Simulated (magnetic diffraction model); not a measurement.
# ErPd3C2: what an assumed order does to the neutron pattern

Space group P6/mmm (no. 191), a = 5.3940 Å, c = 3.2260 Å.

| site | atom | x | y | z |
| --- | --- | --- | --- | --- |
| 1a | Er | 0 | 0 | 0 |
| 3g | Pd | 0 | 1/2 | 1/2 |
| 2c | C | 2/3 | 1/3 | 0 |

This is a made-up structure (elements placed in a structure type, unrelaxed), so the numbers test the method and describe no known phase.

Only Er is taken to order (form factors of Er3+); orders and moment sizes are assumed, and not adapted to the symmetry. Radiation: neutrons of λ = 1.594 Å, 8° to 85°; isotropic B of 0.62 Å² (Er), 0.68 Å² (Pd) and 1.02 Å² (C). The intensities are simulated: I ∝ L Σ (|F_N|² + |F_M⊥|²) for unpolarised neutrons, with F_M = 2.695 fm/μB × Σ f(s) S exp(2πi Q·r) exp(−B s²) at Q = H ± k (one set where k and −k are equivalent), only the part normal to Q counting and L = 1/(sin²θ cos θ). For collinear order S is the moment m, which repeats by lattice and centring translations R with the sign exp(−2πi k·R). Form factors are spin-only for 3d ions and dipole or tabulated for f ions, scattering lengths are Sears's of 1992, and absorption is left out. A label names one of the reflections at its angle. The strongest nuclear line in the range is 100, and lines under 0.2 are left out.

Assume the order k = (0 0 0), collinear moments along [100], 1.74 μB on Er.

Q: Where does magnetic intensity appear, and how strong is it?

```
2θ (°)    index  nuclear  magnetic
 19.65  (1 0 0)      8.0       3.6
 28.61  (0 0 1)      0.6       1.0
 34.38  (1 1 0)     26.8       1.0
 34.94  (1 0 1)     11.7       3.3
 39.90  (2 0 0)     32.1       0.7
 45.31  (1 1 1)    100.0       1.4
 49.83  (2 0 1)     31.4       1.1
 53.67  (2 1 0)      2.1       0.7
 59.22  (0 0 2)     21.1       0.2
 61.57  (3 0 0)      8.7       0.2
 61.94  (2 1 1)      8.5       1.1
 63.03  (1 0 2)      1.5       0.8
 69.27  (3 0 1)     46.0       0.4
 70.30  (1 1 2)     13.7       0.5
 72.46  (2 2 0)     44.6       0.1
 73.81  (2 0 2)     21.9       0.4
 75.93  (3 1 0)      1.1       0.2
 79.67  (2 2 1)      0.4       0.2
 83.05  (3 1 1)      5.6       0.4
 84.02  (2 1 2)      1.8       0.6
```

The strongest magnetic line in the range is (1 0 0) at 19.65° (3.6). On top of the Lorentz factor, which all lines share, magnetic lines fade with angle because f falls: for Er3+ it is 0.96, 0.86, 0.73 and 0.47 at sin θ/λ = 0.1, 0.2, 0.3 and 0.5 Å⁻¹, while nuclear lengths stay constant. The net moment is 1.74 μB a primitive cell.

[Logs are printed without paths, hosts, clocks, repeated set-up lines and the standing remarks that a program may print on its own settings, such as how far it seeks lower states.]
